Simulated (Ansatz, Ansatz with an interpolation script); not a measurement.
In doubt: one-shot GW on d or f shells is unsure, so the values of those runs are not to be relied on.

Rows from a G0W0 calculation on VCu3S4 (Sulvanite) (Ansatz 0.2.0; G0W0 on LDA, plane waves, PAW; PAW set soft_1; 4×4×4 mesh, 653 empty bands, screening to 150 eV, PAW set soft_1 files), in eV. Spin-orbit coupling is left out.

```tsv
row	Σx	Σc	Vxc	Z
A	-18.97	-4.68	-24.51	0.68
B	-17.71	-4.97	-23.43	0.67
C	-32.23	4.78	-27.30	0.68
D	-19.49	-5.85	-26.32	0.65
E	-16.13	-4.83	-21.69	0.67
F	-30.93	4.35	-26.35	0.70
```

Which rows are filled states and which are empty ones, and how can one tell?

Filled: C and F. Empty: A, B, D and E. The sign of Σc tells: for a filled state bare exchange, which holds its interaction with itself, lies below Vxc (Σx − Vxc is -4.6 eV or lower here) and screening gives part back as a positive Σc. For an empty state Σx lies above Vxc (+5.5 eV or more) and the Coulomb hole leaves Σc negative.

[Paths, hosts, dates, memory and timing lines, banners, echoed tables and standing remarks are left out of the program output.]

[Logs are printed without paths, hosts, clocks, repeated set-up lines and the standing remarks that a program may print on its own settings, such as how far it seeks lower states.]

[Runs of the session that timed out or met a known fault of the program may be left out.]

[Hosts, paths, dates, database ids (printed as entryN), source tags and the programs' standing remarks are cut or masked in the printed files.]
